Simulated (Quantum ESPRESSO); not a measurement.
# Magnetic state of CsNiCl3 from several starts, part 2 of 2

Does CsNiCl3 prefer parallel or opposed moments?

Quantum ESPRESSO 7.5; PBEsol with U = 6 eV on Ni d (ortho-atomic projectors); plane waves with GBRV 1.5 PBEsol potentials, no spin-orbit coupling.

So far, absolute magnetization (μB): step 2 (start 1: ferro ++) 4.13.

### 3. Start 2: antiferro +−

pw.in

```
&CONTROL
  calculation = 'scf'
  prefix = 'pwscf'
  outdir = './tmp'
  pseudo_dir = './pseudo'
  disk_io = 'nowf'
/
&SYSTEM
  ibrav = 0
  nat = 10
  ntyp = 4
  ecutwfc = 40
  ecutrho = 280
  nbnd = 62
  occupations = 'smearing'
  smearing = 'fd'
  degauss = 0.00367493
  nspin = 2
  starting_magnetization(1) = 0
  starting_magnetization(2) = 0.1111
  starting_magnetization(3) = -0.1111
  starting_magnetization(4) = 0
/
&ELECTRONS
  conv_thr = 2d-08
  electron_maxstep = 150
  mixing_beta = 0.3
/
ATOMIC_SPECIES
Cs    132.9055 cs_pbesol_v1.uspp.F.UPF
Ni1    58.6934 ni_pbesol_v1.4.uspp.F.UPF
Ni2    58.6934 ni_pbesol_v1.4.uspp.F.UPF
Cl     35.4500 cl_pbesol_v1.4.uspp.F.UPF
CELL_PARAMETERS angstrom
   7.1185000000    0.0000000000    0.0000000000
  -3.5592500000    6.1648018368    0.0000000000
   0.0000000000    0.0000000000    5.9085000000
ATOMIC_POSITIONS crystal
Cs      0.3333333333    0.6666666667    0.7500000000
Cs      0.6666666667    0.3333333333    0.2500000000
Ni1     0.0000000000    0.0000000000    0.0000000000
Ni2     0.0000000000    0.0000000000    0.5000000000
Cl      0.1543200000    0.3086400000    0.2500000000
Cl      0.8456800000    0.1543200000    0.7500000000
Cl      0.6913600000    0.8456800000    0.2500000000
Cl      0.8456800000    0.6913600000    0.7500000000
Cl      0.1543200000    0.8456800000    0.2500000000
Cl      0.3086400000    0.1543200000    0.7500000000
K_POINTS automatic
4 4 4 0 0 0
HUBBARD {ortho-atomic}
U Ni1-3d 6.0000
U Ni2-3d 6.0000
```

On the command line:

```bash
$ OMP_NUM_THREADS=1 mpirun -n 4 pw.x -nk 4 -in pw.in > pw.out
```

The program printed:

```text
[banner, memory and clock lines left out]
Program PWSCF v.7.5 starts

     Message from routine setup:
     using ibrav=0 with symmetry is DISCOURAGED, use correct ibrav instead

     bravais-lattice index     =            0
     lattice parameter (alat)  =      13.4520  a.u.
     unit-cell volume          =    1749.7720 (a.u.)^3
     number of atoms/cell      =           10
     number of atomic types    =            4
     number of electrons       =        96.00
     number of Kohn-Sham states=           62
     kinetic-energy cutoff     =      40.0000  Ry
     charge density cutoff     =     280.0000  Ry
     scf convergence threshold =      2.0E-08
     mixing beta               =       0.3000
     number of iterations used =            8  plain     mixing
     Exchange-correlation= SLA  PW   PSX  PSC
                           (   1   4  10   8   0   0   0)
     Hubbard projectors: ortho-atomic
     Hubbard parameters of DFT+U (Dudarev formulation) in eV:
     U(Ni1-3d) =  6.0000
     U(Ni2-3d) =  6.0000

     Internal variables: lda_plus_u =T, lda_plus_u_kind = 0

     Internal variables: orbital_resolved =F, hub_pot_fix =F, apply_U = F

     celldm(1)=  13.452015  celldm(2)=   0.000000  celldm(3)=   0.000000
     celldm(4)=   0.000000  celldm(5)=   0.000000  celldm(6)=   0.000000

     crystal axes: (cart. coord. in units of alat)
               a(1) = (   1.000000   0.000000   0.000000 )
               a(2) = (  -0.500000   0.866025   0.000000 )
               a(3) = (   0.000000   0.000000   0.830020 )

     reciprocal axes: (cart. coord. in units 2 pi/alat)
               b(1) = (  1.000000  0.577350 -0.000000 )
               b(2) = (  0.000000  1.154701  0.000000 )
               b(3) = (  0.000000 -0.000000  1.204790 )

     PseudoPot. # 1 for Cs read from file:
     cs_pbesol_v1.uspp.F.UPF
     Pseudo is Ultrasoft + core correction, Zval =  9.0

     PseudoPot. # 2 for Ni read from file:
     ni_pbesol_v1.4.uspp.F.UPF
     Pseudo is Ultrasoft + core correction, Zval = 18.0

     PseudoPot. # 3 for Ni read from file:
     ni_pbesol_v1.4.uspp.F.UPF
     Pseudo is Ultrasoft + core correction, Zval = 18.0

     PseudoPot. # 4 for Cl read from file:
     cl_pbesol_v1.4.uspp.F.UPF
     Pseudo is Ultrasoft + core correction, Zval =  7.0

     atomic species   valence    mass     pseudopotential
     Cs                9.00   132.90550     Cs( 1.00)
     Ni1              18.00    58.69340     Ni( 1.00)
     Ni2              18.00    58.69340     Ni( 1.00)
     Cl                7.00    35.45000     Cl( 1.00)

     Starting magnetic structure
     atomic species   magnetization
     Cs              0.000
     Ni1             0.111
     Ni2            -0.111
     Cl              0.000

     12 Sym. Ops., with inversion, found

   Cartesian axes

     site n.     atom                  positions (alat units)
         1        Cs     tau(   1) = (  -0.0000000   0.5773503   0.6225153  )
         2        Cs     tau(   2) = (   0.5000000   0.2886751   0.2075051  )
         3        Ni1    tau(   3) = (   0.0000000   0.0000000   0.0000000  )
         4        Ni2    tau(   4) = (   0.0000000   0.0000000   0.4150102  )
         5        Cl     tau(   5) = (   0.0000000   0.2672901   0.2075051  )
         6        Cl     tau(   6) = (   0.7685200   0.1336450   0.6225153  )
         7        Cl     tau(   7) = (   0.2685200   0.7323804   0.2075051  )
         8        Cl     tau(   8) = (   0.5000000   0.5987353   0.6225153  )
         9        Cl     tau(   9) = (  -0.2685200   0.7323804   0.2075051  )
        10        Cl     tau(  10) = (   0.2314800   0.1336450   0.6225153  )

     number of k points=    13  Fermi-Dirac smearing, width (Ry)=  0.0037
                       cart. coord. in units 2pi/alat
        k(    1) = (   0.0000000   0.0000000   0.0000000), wk =   0.0156250
        k(    2) = (   0.0000000   0.0000000   0.3011974), wk =   0.0312500
        k(    3) = (   0.0000000   0.0000000  -0.6023949), wk =   0.0156250
        k(    4) = (   0.0000000   0.2886751   0.0000000), wk =   0.0937500
        k(    5) = (   0.0000000   0.2886751   0.3011974), wk =   0.0937500
        [... 8 further k-points ...]

     Dense  grid:   138383 G-vectors     FFT dimensions: (  72,  72,  60)

     Smooth grid:    59757 G-vectors     FFT dimensions: (  60,  60,  45)

     Check: negative core charge=   -0.000003
     Generating pointlists ...
     new r_m :   0.2064 (alat units)  2.7770 (a.u.) for type    1
     new r_m :   0.1396 (alat units)  1.8777 (a.u.) for type    2
     new r_m :   0.1396 (alat units)  1.8777 (a.u.) for type    3
     new r_m :   0.1396 (alat units)  1.8777 (a.u.) for type    4

     Initial potential from superposition of free atoms

     starting charge      91.9245, renormalised to      96.0000

     negative rho (up, down):  4.709E-02 4.709E-02

     STARTING HUBBARD OCCUPATIONS:

     =================== HUBBARD OCCUPATIONS ===================
     ------------------------ ATOM    3 ------------------------
     Tr[ns(  3)] (up, down, total) =   5.00000  3.00000  8.00000
     Atomic magnetic moment for atom   3 =   2.00000
     [... lines left out ...]
     ------------------------ ATOM    4 ------------------------
     Tr[ns(  4)] (up, down, total) =   3.00000  5.00000  8.00000
     Atomic magnetic moment for atom   4 =  -2.00000
     [... lines left out ...]
     Number of occupied Hubbard levels =   16.0000

     Atomic wfc used for Hubbard projectors are orthogonalized

     Starting wfcs are   76 randomized atomic wfcs

     Self-consistent Calculation

     iteration #  1     ecut=    40.00 Ry     beta= 0.30
     Davidson diagonalization with overlap
     ethr =  1.00E-02,  avg # of iterations =  4.5

     =================== HUBBARD OCCUPATIONS ===================
     ------------------------ ATOM    3 ------------------------
     Tr[ns(  3)] (up, down, total) =   4.77098  2.74681  7.51779
     Atomic magnetic moment for atom   3 =   2.02416
     [... lines left out ...]
     ------------------------ ATOM    4 ------------------------
     Tr[ns(  4)] (up, down, total) =   2.74712  4.77086  7.51798
     Atomic magnetic moment for atom   4 =  -2.02374
     [... lines left out ...]
     Number of occupied Hubbard levels =   15.0358

     negative rho (up, down):  4.610E-02 4.610E-02

     total energy              =   -1010.17268065 Ry
     estimated scf accuracy    <       8.25097853 Ry

     total magnetization       =    -0.00 Bohr mag/cell
     absolute magnetization    =     4.67 Bohr mag/cell

     iteration #  2     ecut=    40.00 Ry     beta= 0.30
     Davidson diagonalization with overlap
     ethr =  8.59E-03,  avg # of iterations =  3.0

     negative rho (up, down):  4.522E-02 4.522E-02

     total energy              =   -1011.52044033 Ry
     estimated scf accuracy    <       1.89593638 Ry

     total magnetization       =    -0.00 Bohr mag/cell
     absolute magnetization    =     3.35 Bohr mag/cell

     [... further iterations left out ...]

     iteration # 15     ecut=    40.00 Ry     beta= 0.30
     Davidson diagonalization with overlap
     ethr =  6.64E-11,  avg # of iterations =  2.7

     negative rho (up, down):  4.349E-02 4.349E-02

     total energy              =   -1011.86857601 Ry
     estimated scf accuracy    <       0.00000003 Ry

     total magnetization       =    -0.00 Bohr mag/cell
     absolute magnetization    =     3.88 Bohr mag/cell

     iteration # 16     ecut=    40.00 Ry     beta= 0.30
     Davidson diagonalization with overlap
     ethr =  3.55E-11,  avg # of iterations =  2.4

     negative rho (up, down):  4.349E-02 4.349E-02

     Magnetic moment per site  (integrated on atomic sphere of radius R)
     atom   1 (R=0.206)  charge=  7.3984  magn=  0.0000
     atom   2 (R=0.206)  charge=  7.3984  magn=  0.0000
     atom   3 (R=0.140)  charge= 16.2058  magn=  1.6676
     atom   4 (R=0.140)  charge= 16.2058  magn= -1.6676
     atom   5 (R=0.140)  charge=  5.2616  magn= -0.0000
     atom   6 (R=0.140)  charge=  5.2616  magn= -0.0000
     atom   7 (R=0.140)  charge=  5.2616  magn= -0.0000
     atom   8 (R=0.140)  charge=  5.2616  magn= -0.0000
     atom   9 (R=0.140)  charge=  5.2616  magn= -0.0000
     atom  10 (R=0.140)  charge=  5.2616  magn= -0.0000

     End of self-consistent calculation

     =================== HUBBARD OCCUPATIONS ===================
     ------------------------ ATOM    3 ------------------------
     Tr[ns(  3)] (up, down, total) =   4.97231  3.31141  8.28372
     Atomic magnetic moment for atom   3 =   1.66090
     [... lines left out ...]
     ------------------------ ATOM    4 ------------------------
     Tr[ns(  4)] (up, down, total) =   3.31142  4.97231  8.28372
     Atomic magnetic moment for atom   4 =  -1.66089
     [... lines left out ...]
     Number of occupied Hubbard levels =   16.5674

     [... lines left out ...]
     the Fermi energy is     5.3934 ev

!    total energy              =   -1011.86857634 Ry
     estimated scf accuracy    <          7.9E-09 Ry
     smearing contrib. (-TS)   =      -0.00000000 Ry
     internal energy E=F+TS    =   -1011.86857634 Ry

     The total energy is F=E-TS. E is the sum of the following terms:
     one-electron contribution =    -901.80042522 Ry
     hartree contribution      =     484.32846952 Ry
     xc contribution           =    -186.78126575 Ry
     ewald contribution        =    -407.76708713 Ry
     Hubbard energy            =       0.15173226 Ry

     total magnetization       =    -0.00 Bohr mag/cell
     absolute magnetization    =     3.88 Bohr mag/cell

     convergence has been achieved in  16 iterations
```

Elapsed: 2.1 min, on 4 MPI ranks of Intel Xeon Platinum 8375C at 2.90GHz (Ice Lake), shared host; peak memory 1.3 GiB.

Spin moment in the atom's sphere by atom:

```tsv
atom	spin moment in the atom's sphere (μB)
Cs1	0.00
Cs2	0.00
Ni3	1.67
Ni4	-1.67
Cl5	0.00
Cl6	0.00
Cl7	0.00
Cl8	0.00
Cl9	0.00
Cl10	0.00
```

Read from the output:

```yaml
smearing_term_ts: 5.16e-13 eV
magnetization: 0 μB
absolute_magnetization: 3.881 μB
final_state: antiferromagnetic
```

### 4. The states side by side

An order is kept where moments of 0.15 μB or more survive with the typed signs; meshes match where a doubled cell samples the same k points as the first cell.

Orders:

```tsv
start	final state	typed order kept	energy over the lowest (meV a seeded atom)	largest site moment (μB)	net moment (μB a cell of the first run)	mesh matched	CPU time (s)
ferro ++	ferromagnetic	yes	4.123	1.668	4	yes	433.9
antiferro +-	antiferromagnetic	yes	0	1.668	0	yes	509.2
```

### 5. Occupations of the corrected shells in the lowest state

Occupations of the Hubbard shells:

```tsv
block	type	shell	spin	electrons	occupation numbers
3	Ni1	3d	up	4.972	0.992 0.995 0.995 0.996 0.996
3	Ni1	3d	down	3.311	0.172 0.172 0.987 0.991 0.991
4	Ni2	3d	up	3.311	0.172 0.172 0.987 0.991 0.991
4	Ni2	3d	down	4.972	0.992 0.995 0.995 0.996 0.996
```

### 6. What came out

```
lowest state found      : antiferromagnetic (from antiferro +-)
largest site moment     : 1.67 μB
next state with moments : ferromagnetic, 4.12 meV a seeded atom higher
```

Only these 2 starts were compared; other wavevectors, canted and longer-period orders were not.

[Logs and program files are shortened in this print: banners, set-up blocks, solver, clock and traceback lines can be left out without a mark of their own.]

[Logs are printed without paths, hosts, clocks, repeated set-up lines and the standing remarks that a program may print on its own settings, such as how far it seeks lower states.]

[Hosts, paths, dates, database ids (printed as entryN), source tags and the programs' standing remarks are cut or masked in the printed files.]

[Where a cell is said to come from a database of computed structures, the database is the Materials Project.]
